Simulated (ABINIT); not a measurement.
# A GW chain in ABINIT: TePb (Fm-3m)

Wanted: ground state, empty states, screening and self-energy for TePb (Fm-3m).

Program: ABINIT 10.8.3. Level of theory: PBE and many-body steps on it, plane waves. Results are calculated unless marked as measured.

### Step 1. Starting point

Symmetry: Fm-3m, No. 225, cubic system. Conventional cell: a = 6.462 Å, b = 6.462 Å, c = 6.462 Å, α = 90.00°, β = 90.00°, γ = 90.00°. Nearest to Te lie 6 Pb at 3.23 Å. Nearest to Pb lie 6 Te at 3.23 Å. Farther neighbours and most contacts between anions are not listed.

Coordinates:

```cif
data_structure
_symmetry_space_group_name_H-M 'Fm-3m'
_symmetry_Int_Tables_number 225
_cell_length_a 6.4620
_cell_length_b 6.4620
_cell_length_c 6.4620
_cell_angle_alpha 90.000
_cell_angle_beta 90.000
_cell_angle_gamma 90.000
_cell_volume 269.84
loop_
_atom_site_label
_atom_site_type_symbol
_atom_site_symmetry_multiplicity
_atom_site_Wyckoff_symbol
_atom_site_fract_x
_atom_site_fract_y
_atom_site_fract_z
_atom_site_occupancy
Te1 Te 4 b 0.50000 0.00000 0.00000 1
Pb1 Pb 4 a 0.00000 0.00000 0.00000 1
```

The cell and positions come from the Crystallography Open Database and are kept as given unless a step says otherwise. Spin-orbit coupling is left out unless a step names it.

### Step 2. Ground state

This step: ABINIT 10.8.3; DFT, PBE, plane waves, norm-conserving pseudopotentials.

The ground-state density comes first.

Input file run.abi:

```
acell 3*1.0 Angstrom
rprim 
  -0.000000000000 3.231000000000 3.231000000000
  3.231000000000 0.000000000000 3.231000000000
  3.231000000000 3.231000000000 0.000000000000
ntypat 2
znucl 52 82
natom 2
typat 1 2
xred 
  0.500000000000 0.500000000000 0.500000000000
  0.000000000000 0.000000000000 0.000000000000
pp_dirpath "pseudos"
pseudos "Te.upf, Pb.upf"
ecut 39
ngkpt 6 6 6
nshiftk 1
shiftk 0 0 0
kptopt 1
chksymbreak 0
nband 28
occopt 1
tolvrs 1e-10
nstep 60
prtwf 0
optforces 0
optstress 0
indata_prefix "in"
outdata_prefix "out"
tmpdata_prefix "tmp"
```

The run is started by

```console
OMP_NUM_THREADS=1 mpirun -n 8 abinit run.abi > log
```

Numbers of over 12 decimals in the logs are rounded to 6 here.

What it wrote:

```text
.Version 10.8.3 of ABINIT. v10.8.2 released Aug 2026.

 Symmetries : space group Fm -3 m (#225); Bravais cF (face-center cubic)
================================================================================
 Values of the parameters that define the memory need of the present run
     intxc =       0    ionmov =       0      iscf =       7    lmnmax =       8
     lnmax =       8     mgfft =      50  mpssoang =       4    mqgrid =    3001
     natom =       2  nloc_mem =       1    nspden =       1   nspinor =       1
    nsppol =       1      nsym =      48    n1xccc =    2501    ntypat =       2
    occopt =       1   xclevel =       2
-    mband =          28        mffmem =           1         mkmem =           2
       mpw =        5330          nfft =      125000          nkpt =          16
================================================================================
  Rough estimation (10% accuracy) of disk space for files :
================================================================================

--------------------------------------------------------------------------------
------------- Echo of variables that govern the present computation ------------
--------------------------------------------------------------------------------
 -outvars: echo values of preprocessed input variables --------
            acell      1.8897261259E+00  1.8897261259E+00  1.8897261259E+00 Bohr

      chksymbreak           0
             ecut      3.90000000E+01 Hartree
-          fftalg         312

              ixc     -101130
              kpt      0.00000000E+00  0.00000000E+00  0.00000000E+00
                       1.66666667E-01  0.00000000E+00  0.00000000E+00
                       3.33333333E-01  0.00000000E+00  0.00000000E+00
                       5.00000000E-01  0.00000000E+00  0.00000000E+00
                       1.66666667E-01  1.66666667E-01  0.00000000E+00
                       3.33333333E-01  1.66666667E-01  0.00000000E+00
                       5.00000000E-01  1.66666667E-01  0.00000000E+00
                      -3.33333333E-01  1.66666667E-01  0.00000000E+00
                      -1.66666667E-01  1.66666667E-01  0.00000000E+00
   [... 5 further rows ...]
                      -3.33333333E-01  3.33333333E-01  1.66666667E-01
                      -3.33333333E-01  5.00000000E-01  1.66666667E-01
         kptrlatt        6    0    0      0    6    0      0    0    6
          kptrlen      5.18086259E+01
P           mkmem           2
            natom           2
            nband          28
            ngfft          50      50      50
             nkpt          16
            nstep          60
             nsym          48
           ntypat           2
              occ      2.000000  2.000000  2.000000  2.000000  2.000000  2.000000
                       2.000000  2.000000  2.000000  2.000000  2.000000  2.000000
                       2.000000  2.000000  2.000000  2.000000  2.000000  2.000000
                       2.000000  2.000000  2.000000  2.000000  2.000000  0.000000
                       0.000000  0.000000  0.000000  0.000000
        optforces           0
        optstress           0
            prtwf           0
            rprim     -0.0000000000E+00  3.2310000000E+00  3.2310000000E+00
[...]
spgroup         225

           tolvrs      1.00000000E-10

             xred      5.0000000000E-01  5.0000000000E-01  5.0000000000E-01
[...]
znucl       52.00000   82.00000

================================================================================

 chkinp: Checking input parameters for consistency.

================================================================================
== DATASET  1 ==================================================================
-   mpi_nproc: 8, omp_nthreads: 1 (-1 if OMP is not activated)

--- !DatasetInfo
iteration_state: {dtset: 1, }
dimensions: {natom: 2, nkpt: 16, mband: 28, nsppol: 1, nspinor: 1, nspden: 1, mpw: 5330, }
cutoff_energies: {ecut:  39.0, pawecutdg:  -1.0, }
electrons: {nelect:   4.60000000E+01, charge:   0.00000000E+00, occopt:   1.00000000E+00, tsmear:   1.00000000E-02, }

 Real(R)+Recip(G) space primitive vectors, cartesian coordinates (Bohr,Bohr^-1):
 R(1)=  0.0000000  6.1057051  6.1057051  G(1)= -0.0818906  0.0818906  0.0818906
 R(2)=  6.1057051  0.0000000  6.1057051  G(2)=  0.0818906 -0.0818906  0.0818906
 R(3)=  6.1057051  6.1057051  0.0000000  G(3)=  0.0818906  0.0818906 -0.0818906
 Unit cell volume ucvol=  4.5523692E+02 bohr^3
 Angles (23,13,12)=  6.00000000E+01  6.00000000E+01  6.00000000E+01 degrees

 getcut: wavevector=  0.0000  0.0000  0.0000  ngfft=  50  50  50
         ecut(hartree)=     39.000   => boxcut(ratio)=   2.06061

--- Pseudopotential description ------------------------------------------------
- Te Generated using ONCVPSP code by D. R. Hamann
- 52.00000  24.00000  220131                  znucl, zion, pspdat
12 -101130 3 -1 1294                          pspcod,pspxc,lmax,lloc,mmax
     nproj     2     2     2     2
  pspatm : epsatm=   28.89495404
         --- l  ekb(1:nproj) -->
[...]
pspatm: atomic psp has been read  and splines computed

- Pb Generated using ONCVPSP code by D. R. Hamann
- 82.00000  22.00000  220131                  znucl, zion, pspdat
12 -101130 3 -1 1692                          pspcod,pspxc,lmax,lloc,mmax
     nproj     2     2     2     1
  pspatm : epsatm=   27.21822286
         --- l  ekb(1:nproj) -->
[...]
2    3.424574    0.432546
             3    9.337611
 pspatm: atomic psp has been read  and splines computed

   2.58120614E+03                                ecore*ucvol(ha*bohr**3)
--------------------------------------------------------------------------------

_setup2: Arith. and geom. avg. npw (full set) are    5295.940    5295.913

================================================================================

--- !BeginCycle
iteration_state: {dtset: 1, }
solver: {iscf: 7, nstep: 60, nline: 4, wfoptalg: 0, }
tolerances: {tolvrs: 1.00E-10, }

     iter   Etot(hartree)      deltaE(h)  residm     vres2
 ETOT  1  -489.75513023802    -4.898E+02 4.680E-01 1.026E+02
 ETOT  2  -490.29503621248    -5.399E-01 8.011E-03 3.748E+01
 ETOT  3  -490.30286741248    -7.831E-03 6.513E-04 6.436E-01
 ETOT  4  -490.30296971567    -1.023E-04 2.987E-04 2.769E-02
 ETOT  5  -490.30296999986    -2.842E-07 1.499E-02 8.759E-03
 ETOT  6  -490.30297107644    -1.077E-06 1.814E-03 2.851E-04
 ETOT  7  -490.30297110890    -3.246E-08 2.783E-04 3.583E-06
 ETOT  8  -490.30297110969    -7.925E-10 1.361E-05 2.931E-07
 ETOT  9  -490.30297110977    -7.361E-11 4.248E-06 1.094E-08
 ETOT 10  -490.30297110976     9.777E-12 3.589E-06 6.541E-12

 At SCF step   10       vres2   =  6.54E-12 < tolvrs=  1.00E-10 =>converged.

--- !ResultsGS
iteration_state: {dtset: 1, }
comment   : Summary of ground state results
lattice_vectors:
- [ -0.0000000,   6.1057051,   6.1057051, ]
- [  6.1057051,   0.0000000,   6.1057051, ]
- [  6.1057051,   6.1057051,   0.0000000, ]
lattice_lengths: [   8.63477,    8.63477,    8.63477, ]
lattice_angles: [ 60.000,  60.000,  60.000, ] # degrees, (23, 13, 12)
lattice_volume:   4.5523692E+02
convergence: {deltae:  9.777E-12, res2:  6.541E-12, residm:  3.589E-06, diffor:  0.000E+00, }
etotal    :  -4.90302971E+02
entropy   :   0.00000000E+00
fermie    :   2.65657788E-01
cartesian_stress_tensor: null
pressure_GPa: null
xred      :
- [  5.0000E-01,   5.0000E-01,   5.0000E-01, Te]
- [  0.0000E+00,   0.0000E+00,   0.0000E+00, Pb]
cartesian_forces: null
force_length_stats: {min: null, max: null, mean: null, }

 Integrated electronic density in atomic spheres:
 ------------------------------------------------
 Atom  Sphere_radius  Integrated_density
    1        2.00000         19.93984707
    2        2.00000         18.01506002
================================================================================

 ----iterations are completed or convergence reached----

 Mean square residual over all n,k,spin=   17.908E-09; max=  35.893E-07
 reduced coordinates (array xred) for    2 atoms
       0.500000000000      0.500000000000      0.500000000000
       0.000000000000      0.000000000000      0.000000000000
 rms dE/dt=  0.0000E+00; max dE/dt=  0.0000E+00; dE/dt below (all hartree)
    1       0.000000000000      0.000000000000      0.000000000000
    2       0.000000000000      0.000000000000      0.000000000000

 cartesian coordinates (angstrom) at end:
    1      3.231000     3.231000     3.231000
    2      0.000000     0.000000     0.000000
 length scales=  1.889726125908  1.889726125908  1.889726125908 bohr
              =  1.000000000000  1.000000000000  1.000000000000 angstroms
 prteigrs : about to open file out_EIG
 Fermi (or HOMO) energy (hartree) =   0.26566   Average Vxc (hartree)=  -0.36111
 Eigenvalues (hartree) for nkpt=  16  k points:
 kpt#   1, nband= 28, wtk=  0.00463, kpt=  0.0000  0.0000  0.0000 (reduced coord)
  -5.57534   -4.86605   -3.73818   -3.73818   -3.73818   -2.72304   -2.72304   -2.72304
  -1.06294   -1.06294   -1.06272   -1.06272   -1.06272   -0.34908   -0.34908   -0.34878
  -0.34878   -0.34878   -0.17603    0.05977    0.21621    0.21621    0.21621    0.41558
   0.41558    0.41558    0.47988    0.47988
 prteigrs : prtvol=0 or 1, do not print more k-points.

--- !EnergyTerms
iteration_state     : {dtset: 1, }
comment             : Components of total free energy in Hartree
kinetic             :  1.53508955468973E+02
hartree             :  1.59465928395627E+02
xc                  : -7.01572334167296E+01
Ewald energy        : -2.46110466109424E+02
psp_core            :  5.67002818078489E+00
local_psp           : -4.92244295250950E+02
non_local_psp       : -4.35888378038190E-01
total_energy        : -4.90302971109756E+02
total_energy_eV     : -1.33418235244196E+04
band_energy         : -7.29033197499027E+01

== END DATASET(S) ==============================================================
================================================================================

 -outvars: echo values of variables after computation  --------
           etotal     -4.9030297111E+02
            nband          28
             nkpt          16
          spgroup         225
 [... the other variables as echoed above ...]

 Calculation completed.
```

Run time: 23 s. Hardware: 8 MPI ranks of Intel Xeon Platinum 8488C (Sapphire Rapids), shared host; peak memory 0.77 GiB; 3 min of CPU time.

Numbers from this step:

| Item | Value |
| --- | --- |
| total energy | -13341.8235 eV |
| gap | 0.7388 eV |
| k of the valence top | 0.5, 0, 0 |
| k of the conduction bottom | 0.5, 0, 0 |
| least direct gap | 0.7388 eV |

The gap is direct, at (0.500, 0.000, 0.000).

[end of part 1 of 3]

[Paths, hosts, dates, memory and timing lines, banners, echoed tables and standing remarks are left out of the program output.]

[Logs are printed without paths, hosts, clocks, repeated set-up lines and the standing remarks that a program may print on its own settings, such as how far it seeks lower states.]

[Runs of the session that timed out or met a known fault of the program may be left out.]

[No measured gap is set beside runs whose start may be inverted or whose files or cutoffs have a known fault.]

[Hosts, paths, dates, database ids (printed as entryN), source tags and the programs' standing remarks are cut or masked in the printed files.]

[G0W0 gaps are taken among the corrected bands and points alone; a level outside them can change the order at an edge.]

[Where Ansatz stands beside ABINIT at settings called matched, ABINIT's density can come from a denser mesh and the files from another edition; pairs whose starting gaps differed by over 0.03 eV were left out, so agreement reads better than it is.]
